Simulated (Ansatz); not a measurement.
# Phonons of InGaW in the AlB2 type, part 2 of 3

The plan: relax InGaW in the AlB2 type, check its phonons, and, if the lattice is stable, compute its Eliashberg function and ρ(T).

Ansatz 0.2.0; DFT LDA, scalar-relativistic, plane waves, PAW; PAW set soft_1.

So far. Step 2 (Relaxing cell and atoms): The largest force is now zero by symmetry and the largest stress component 0.016 GPa. The relaxed cell has a = 4.614, c = 2.699 Å (conventional setting).

The structure was built from a prototype and need not be the compound's stable phase.

## (3) Relaxation

The relaxation is repeated from the new cell as a check.

input.yaml reads:

```yaml
crystal:
  lattice:
    - [4.6140649962, -3.2696e-06, 0.0]
    - [-2.3070296666, 3.9958991362, 0.0]
    - [0.0, 0.0, 2.6993668676]
  atoms:
    - { symbol: W, position: [0.0, 0.0, 0.0] }
    - { symbol: Ga, position: [0.3333333333, 0.6666666667, 0.5] }
    - { symbol: In, position: [0.6666666667, 0.3333333333, 0.5] }
kpoints:
  mp_grid: { grid: [9, 9, 12] }
hamiltonian:
  xc: lda
  pseudopotentials: { kind: paw, azcp: { folder: soft_1 }, xc_functional: pbe }
scf:
  occupations: { method: gaussian, width: 0.1 }
output:
  forces: true
  stress: true
  eigenvalues: true
relax:
  adjacent_minimum: "off"
  f_tol: 0.005
  max_steps: 80
  cell: { stress_tol: 0.05 }
```

Started as:

```
$ ansatz run input.yaml --threads 4 --pin off --max-ram 12288MiB --backend cpu --events-out ev --progress --plain --runs-dir out
```

Numbers of over 12 decimals in the logs are rounded to 6 here.

Output:

```text
[the first part of the log is left out]
  E_paw        = -14309.471827  (= ΣΔE_a)
  E_vpaw       = -856.089234  (= ΣTr[D̂ρ^β])
  E_aug_tail   = -0.000007  (compensation charges beyond the density's cutoff)
  E_ewald      = -4343.169052
  E_core_change = 2.296265  (= ΣΔE_core)
  E_smearing   = -0.010401  (= −TS)
  E_closure    = -0.000000  (closes the sum)
  Σ components = -19293.361501   (vs F -19293.361501, Δ=0.00e0)
[...]
--- Stress (GPa, compression-positive) ---
       -0.015726      -0.000000       0.000000
       -0.000000      -0.015726       0.000000
        0.000000       0.000000      -0.031339
  P = ⅓ Tr σ = -0.0209 GPa (-0.209 kbar)
--- Band table (eV; the first three rows and the last of 84) ---
[...]
--- Relaxed structure (3 steps of the walk, 3 accepted, 1 SCFs on fresh bases) ---
[...]
cell:  # Å, volume = 49.8384 Å³
    - [4.623538, -3.2762796222439305e-6, 0.0]
    - [-2.311766, 4.004103, 0.0]
    - [0.0, 0.0, 2.692061]
  atoms:
    - { symbol: W, position: [0, 0, 0.0] }
    - { symbol: Ga, position: [0.333333, 0.666667, 0.5] }
    - { symbol: In, position: [0.666667, 0.333333, 0.5] }
```

Wall time 3.7 s (4 threads of AMD EPYC 9B45 (Zen 5), shared host); peak memory 0.54 GiB.

The steps of the relaxation:

```
step  energy less that of the first step (eV)  largest force component (eV/Å)  pressure (GPa)  volume (Å³)
   1                                   0.0000                          0.0000            0.05        49.77
   2                                  -0.0005                          0.0000            0.01        49.84
   3                                  -0.0005                          0.0000           -0.02        49.84
   4                                  -0.0005                          0.0000           -0.02        49.84
```

The log counts 1 steps on a newly chosen plane-wave basis, not all of them marked here; energy and pressure can jump at such steps.

```
conventional cell, symmetrised  before  after  change
                         a (Å)   4.614  4.624  +0.2 %
                         b (Å)   4.614  4.624  +0.2 %
                         c (Å)   2.699  2.692  -0.3 %
              volume (Å³/atom)   16.59  16.61  +0.1 %
```

Final coordinates:

```cif
data_structure
_symmetry_space_group_name_H-M 'P 1'
_symmetry_Int_Tables_number 1
_cell_length_a 4.6235
_cell_length_b 4.6235
_cell_length_c 2.6921
_cell_angle_alpha 90.000
_cell_angle_beta 90.000
_cell_angle_gamma 120.000
_cell_volume 49.84
loop_
_atom_site_label
_atom_site_type_symbol
_atom_site_fract_x
_atom_site_fract_y
_atom_site_fract_z
_atom_site_occupancy
W1 W 0.00000 0.00000 0.00000 1
Ga2 Ga 0.33333 0.66667 0.50000 1
In3 In 0.66667 0.33333 0.50000 1
```

Numbers from this step:

| Item | Value |
| --- | --- |
| pressure | -0.02093 GPa |
| volume per atom | 16.61 Å³/atom |

The largest force is now zero by symmetry and the largest stress component 0.031 GPa.

## (4) Tight relaxation

No force is left; the cell is relaxed once more with another smearing and tight thresholds.

input.yaml, the sections that differ from step 3:

```yaml
crystal:
  lattice:
    - [4.6235375497, -3.2763e-06, 0.0]
    - [-2.3117659375, 4.0041026115, 0.0]
    - [0.0, 0.0, 2.6920606881]
  atoms:
    - { symbol: W, position: [0.0, 0.0, 0.0] }
    - { symbol: Ga, position: [0.3333333333, 0.6666666667, 0.5] }
    - { symbol: In, position: [0.6666666667, 0.3333333333, 0.5] }
kpoints:
  mp_grid: { grid: [6, 6, 12] }
scf:
  occupations: { method: methfessel_paxton, width: 0.2 }
relax:
  adjacent_minimum: "off"
  f_tol: 0.001
  max_steps: 60
  cell: { stress_tol: 0.01 }
# hamiltonian, output: as in step 3
```

Output:

```text
[the first part of the log is left out]
  E_paw        = -14309.475493  (= ΣΔE_a)
  E_vpaw       = -856.094784  (= ΣTr[D̂ρ^β])
  E_aug_tail   = -0.000005  (compensation charges beyond the density's cutoff)
  E_ewald      = -4343.980414
  E_core_change = 2.296265  (= ΣΔE_core)
  E_smearing   = -0.008246  (= −TS)
  E_closure    = 0.000000  (closes the sum)
  Σ components = -19293.364144   (vs F -19293.364144, Δ=0.00e0)
[...]
--- Stress (GPa, compression-positive) ---
       -0.009522       0.000000       0.000000
       -0.000000      -0.009522       0.000000
        0.000000       0.000000       0.000316
  P = ⅓ Tr σ = -0.0062 GPa (-0.062 kbar)
--- Band table (eV; the first three rows and the last of 49) ---
[...]
--- Relaxed structure (3 steps of the walk, 2 accepted, 1 SCFs on fresh bases) ---
[...]
cell:  # Å, volume = 49.8110 Å³
    - [4.622147, -3.2753092467811436e-6, 0.0]
    - [-2.311071, 4.002898, 0.0]
    - [0.0, 0.0, 2.692197]
  atoms:
    - { symbol: W, position: [0, 0, 0.0] }
    - { symbol: Ga, position: [0.333333, 0.666667, 0.5] }
    - { symbol: In, position: [0.666667, 0.333333, 0.5] }
```

Elapsed: 2.3 s, on 4 threads; peak memory 0.5 GiB; 8.1 s of CPU time.

Little changed from the start: no atom moved by 0.005 Å and no cell edge by 0.1 %.

Numbers from this step:

```
pressure        : -0.006242 GPa
volume per atom : 16.60 Å³/atom
```

The largest force is now zero by symmetry and the largest stress component 0.0095 GPa, small enough for phonons.

## (5) Phonons by linear response: q 2×2×2, k 4×4×6

Couplings are defined for a stable lattice alone, so phonons come first.

input.yaml reads:

```yaml
crystal:
  lattice:
    - [4.6221467474, -3.2753e-06, 0.0]
    - [-2.3110705372, 4.0028981409, 0.0]
    - [0.0, 0.0, 2.6921972705]
  atoms:
    - { symbol: W, position: [0.0, 0.0, 0.0] }
    - { symbol: Ga, position: [0.3333333333, 0.6666666667, 0.5] }
    - { symbol: In, position: [0.6666666667, 0.3333333333, 0.5] }
kpoints:
  mp_grid: { grid: [4, 4, 6] }
hamiltonian:
  xc: lda
  pseudopotentials: { kind: paw, azcp: { folder: soft_1 }, xc_functional: pbe }
scf:
  occupations: { method: methfessel_paxton, width: 0.2 }
output:
  eigenvalues: true
phonons:
  method: dfpt
  qmesh: [2, 2, 2]
  temperatures: { t_max: 1000, t_step: 50 }
  qpath:
    path:
      - [[0.0, 0.0, 0.0], [0.5, 0.0, 0.0], [0.33333333, 0.33333333, 0.0], [0.0, 0.0, 0.0], [0.0, 0.0, 0.5], [0.5, 0.0, 0.5], [0.33333333, 0.33333333, 0.5], [0.0, 0.0, 0.5]]
      - [[0.5, 0.0, 0.5], [0.5, 0.0, 0.0]]
      - [[0.33333333, 0.33333333, 0.5], [0.33333333, 0.33333333, 0.0]]
    npoints: 10
```

Output:

```text
Warning: phonons: the dynamical matrix that this run interpolates holds no multipole term above the dipole-dipole one, and a site of this crystal is no centre of inversion, so its interpolated transverse optical and acoustic branches and sound speeds can stay off near Gamma, and the density of states and the thermodynamics with them. What a run solves at a wave vector of phonons.qpoints, Gamma apart, where the deck admits one, is free of this, and under fd what a larger phonons.supercell samples
[...]
Crystal: 3 atoms, lattice volume = 49.811 Å³
Basis set: ecut = 420 eV, 951 PW (Γ), exchange–correlation on 64×64×36 points (8 copies of the dense FFT grid, shifted against one another)
Bands: 24, of which v1, the nominal top of the filled ones, is band 20 counted from 1 (19 counted from 0)
Symmetry: 12 space group operations
k-points: 16 of 96 (time reversal used)
[...]
SCF iter   1: F=—  HF=-19293.975779 eV  |F-HF|=—  |Δ(HF+E_count)|=         —  Δρ=6.06e-2  dr2=2.59e0  ethr=3.10e-3  ⟨swp⟩=4.9  Hψ=1568  notcnv=0
[...]
SCF iter  11: F=-19293.351896 eV  HF=-19293.351896 eV  |F-HF|=3.64e-12  |Δ(HF+E_count)|=  7.28e-12  S|Δr|=    0.00e0  Δρ=3.30e-8  dr2=1.96e-13  ethr=1.00e-12  ⟨swp⟩=5.0  Hψ=1518  notcnv=0
SCF 1 converged in 11 iterations: F = -19293.351896 eV  dr2 = 1.96e-13
[...]
SCF iter   1: F=—  HF=-19293.351896 eV  |F-HF|=—  |Δ(HF+E_count)|=         —  Δρ=1.03e-7  dr2=4.90e-12  ethr=6.63e-9  ⟨swp⟩=3.7  Hψ=2819  notcnv=0
eigensolver tolerance schedule: the retry pair's looser diagonalisation over-reported the residual by 541132.61 of it (diagonalisation noise at an unbounded share of the residual, at the tolerance the schedule requests for it); recorded, not acted on — ethr = c·dr2/N_el stays at c = 1.0e-1
[...]
SCF iter   2: F=-19293.351896 eV  HF=-19293.351896 eV  |F-HF|=0.00e0  |Δ(HF+E_count)|=  8.29e-10  S|Δr|=    0.00e0  Δρ=7.31e-8  dr2=3.42e-12  ethr=1.00e-12  ⟨swp⟩=5.3  Hψ=1579  notcnv=0
SCF 2 converged in 2 iterations: F = -19293.351896 eV  dr2 = 3.42e-12
phonons: the bands overlap, so this run is a metal and interpolates without the dipole-dipole term. If the crystal is really an insulator or semiconductor, its LO-TO splitting is missing
NSCF: frozen V_eff on 16 k-points
[...]
DFPT response loops at q = (0, 0, 0) (fractional): preconditioner auto → Kerker (q_TF=auto, 2.630 Å⁻¹) (partly filled bands, converged f_vac=0.000); β = 1.00, the filter's whole step (`scf.mixing.beta` (0.50) is not read by the response loops under this deck's `scf.mixing.preconditioner`; to damp them name `kerker` or `kerker_dos`, under which they read `scf.mixing.beta`, and type it under 1.00, their step now; both keys bind the ground state too); Broyden in place of MSR1
[...]
SCF converged after 11 iterations
Stability not checked: this state was not tested for a lower state beside it, because cold or Methfessel-Paxton smearing, or corrected tetrahedra, fill the levels in a way that the test cannot read (fill_not_monotonic; see scf.lower_state_search)
Free energy (F): -19293.351896 eV
[...]
Internal energy: -19293.345481 eV  (E = F + TS)
E sigma→0 (E₀):  -19293.350292 eV
Entropy (-TS):   -0.006415 eV (-2.138 meV/atom)
Fermi energy:    16.716683 eV
[...]
--- Band table (eV; the first three rows and the last of 16) ---
  k-point 0: bands = [... 16 lower, 12.2905, 12.7556, 13.9176, 17.3900, 17.3900, 19.0586, 19.0586, 21.1007]
  k-point 1: bands = [... 16 lower, 12.9282, 14.0063, 14.4201, 15.9697, 15.9697, 20.2025, 20.3084, 20.3084]
  k-point 2: bands = [... 16 lower, 14.3079, 14.3347, 14.6363, 14.6363, 15.8630, 19.3492, 19.8403, 19.8403]
  k-point 15: bands = [... 16 lower, 12.6801, 13.8095, 14.4851, 16.7325, 17.1801, 17.4437, 18.8678, 18.9344]
--- Phonons (Γ-DFPT): 6 representative perturbations + reference (Σ response iterations 18) ---
  ASR residual: 4.075e-5 → 0.000e0 eV/Å²; symmetrization residual: 2.228e-5 eV/Å²
  ASR residual per site (eV/Å²): 4.07e-5 1.90e-5 3.71e-5
  Γ frequencies (cm⁻¹): -52.06 0.00 0.00 0.00 71.38 96.51 96.51 208.69 208.69
--- Phonons (arbitrary-q DFPT): 4 irreducible q on the 2×2×2 mesh ---
  q = [0.0000, 0.0000, 0.0000] (star 1, of the zone-centre solve; hermiticity 4.46e-6, symmetrization 1.06e-7): -52.06 -0.00 -0.00 0.00 71.38 96.51 96.51 208.69 208.69
  q = [0.0000, 0.0000, -0.5000] (star 1, 6 solved perturbations in 168 linear systems a pass and spin channel, the states on 40 of 96 k-point pairs; hermiticity 5.30e-7, symmetrization 3.09e-6): -56.11 -56.11 75.93 75.93 156.80 170.55 188.69 188.69 246.86
[...]
sum rule: each row above includes the acoustic sum rule's correction from the zone centre's row sums; it moved no ω² by more than (0.30 cm⁻¹)²
  mesh force constants: q→R imaginary residual 1.11e-17; ASR residual 4.075e-5 → 0.000e0 eV/Å²; symmetrization residual 8.882e-15 eV/Å²
  interpolated dispersion: 93 rows × 9 modes
  density of states and harmonic sums: on the 16×16×24 q-mesh, interpolated from the force constants of a 2×2×2 supercell (no non-analytic term)
  largest difference from the sums on the solved wave vectors: F 1.48e-1 eV, S 2.18e-4 and C_V 6.94e-5 eV/K
  zero-point energy: 0.066389 eV/cell   skipped modes (ω ≤ 0): 317, of them read as no rigid motion or as one in doubt: 314 (6.958e-1 modes/cell left out, lowest -56.11 cm⁻¹)   left out of the sums: 7.74e-2 of the cell's modes: C_V's classical limit lies that fraction below 3 k_B per atom; for a crystal, a wire or a layer, F and S can be off by more, and a phonons.interpolated_qmesh denser along its periods is the remedy for the sampling
```

Run time: 14 s. Hardware: 4 threads; peak memory 0.61 GiB; 49 s of CPU time.

The column dr2 measures how far the density is from self-consistency, as an energy; F and HF (Harris–Foulkes) agree once it is small.

This step gave:

| Item | Value |
| --- | --- |
| share of imaginary modes in the plain interpolation between solved wavevectors | 0.0715 |
| highest frequency, solved or plainly interpolated | 246.9 cm⁻¹ |

Solved on the 2×2×2 mesh alone; all other wavevectors are interpolated. Phonon branches along the path, in cm⁻¹:

```
    point  branch 1  branch 2  branch 3  branch 4  branch 5  branch 6  branch 7  branch 8  branch 9
        Γ       -52         0         0         0        71        96        96       209       209
  halfway       -47       -23        12        68        76       102       120       202       213
        M       -44       -11        26        64       101       118       131       194       217
  halfway       -42        29        40        61        90       113       147       186       220
        K       -40        34        57        61        84       105       168       170       222
  halfway       -46        14        16        67        73       110       124       198       215
        Γ       -52         0         0         0        71        96        96       209       209
  halfway       -33       -33        85        85       105       124       179       199       199
        A       -56       -56        76        76       157       170       189       189       247
  halfway       -30        59        89        98       157       165       187       194       242
        L        36        36       108       148       152       155       187       198       239
  halfway        25        74       119       141       152       154       172       206       238
        H         8       115       119       134       153       154       155       210       238
  halfway        31        52        95       107       157       164       180       198       241
        A       -56       -56        76        76       157       170       189       189       247
jump to L        36        36       108       148       152       155       187       198       239
  halfway       -25        84       104       106       128       133       176       188       208
        M       -44       -11        26        64       101       118       131       194       217
jump to H         8       115       119       134       153       154       155       210       238
  halfway        41        98       105       108       115       156       162       175       215
        K       -40        34        57        61        84       105       168       170       222
```

The phonon branches as a text plot (rows in cm⁻¹):

```
    241 |                      ******************        *
    228 |        **                              *        *     *
    215 | *******  ****       *          *        *  ***********
    203 |****        *********       **** ***    ****
    190 |    ***    *        **********      ************
    177 |       ****        *          *    *       *       *
    165 |        **            *****    *  ******           *****
    152 |       *  *       *  ********************   *   *****
    140 |      *             **      * **        ***  *  ***
    127 |   ***     *       **      *   *****      ******     *
    114 |  * ****  ****                * * *     ***  *******  *
    102 |******* **  ********      ****   * *       *  **  **** *
     89 |   *   ***       ***      *    *    *      ***      ****
     76 |**        **  *** * ******        *  ***  *  **      *
     64 |  ************   *       **         **  **   * *     ***
     51 | *     ** *  *           * *  *    *                ***
     39 |        **                  **    **          *    *   *
     26 |    ****  **    *          ** **               *  *   *
     13 |* **       ****                 **              **
      1 |**            **
    -12 |*   **      *** **                      *     **
    -25 | ***              *       *         *    *****
    -37 |      *****        **                *        *        *
    -50 |******     ******    *****            **       *
         Γ    M  K      Γ       A     L  H     A|L     M|H      K
```

Lowest modes at the softest wavevector of the mesh. The modes at q = (0.000, 0.000, 0.500) (shares of kinetic energy by element, %) (negative means imaginary):

```
mode  frequency (cm⁻¹)  W %  Ga %  In %
   1             -56.1  100     0     0
   2             -56.1  100     0     0
   3              75.9    0    41    59
   4              75.9    0    41    59
   5             156.8    0    92     8
   6             170.5  100     0     0
```

Displacements in mode 2 (-56.1 cm⁻¹), the largest set to 1, in the home cell:
```
W1   1.00 -0.89  0.00
Ga2  0.00  0.00  0.00
In3  0.00  0.00  0.00
```

Displacements in mode 4 (75.9 cm⁻¹), the largest set to 1, in the home cell (x, y, z of the real part, then of the imaginary part):
```
W1   0.00  0.00  0.00  0.00  0.00  0.00
Ga2  0.70 -0.98  0.00  0.29  0.20  0.00
In3  0.66 -0.92  0.00  0.27  0.19  0.00
```

Among the solved wavevectors the lowest mode, translations apart, is -56.1 cm⁻¹, imaginary.

(Part 2 of 3 ends here.)

[Logs are printed without paths, hosts, clocks, repeated set-up lines and the standing remarks that a program may print on its own settings, such as how far it seeks lower states.]

[Hosts, paths, dates, database ids (printed as entryN), source tags and the programs' standing remarks are cut or masked in the printed files.]
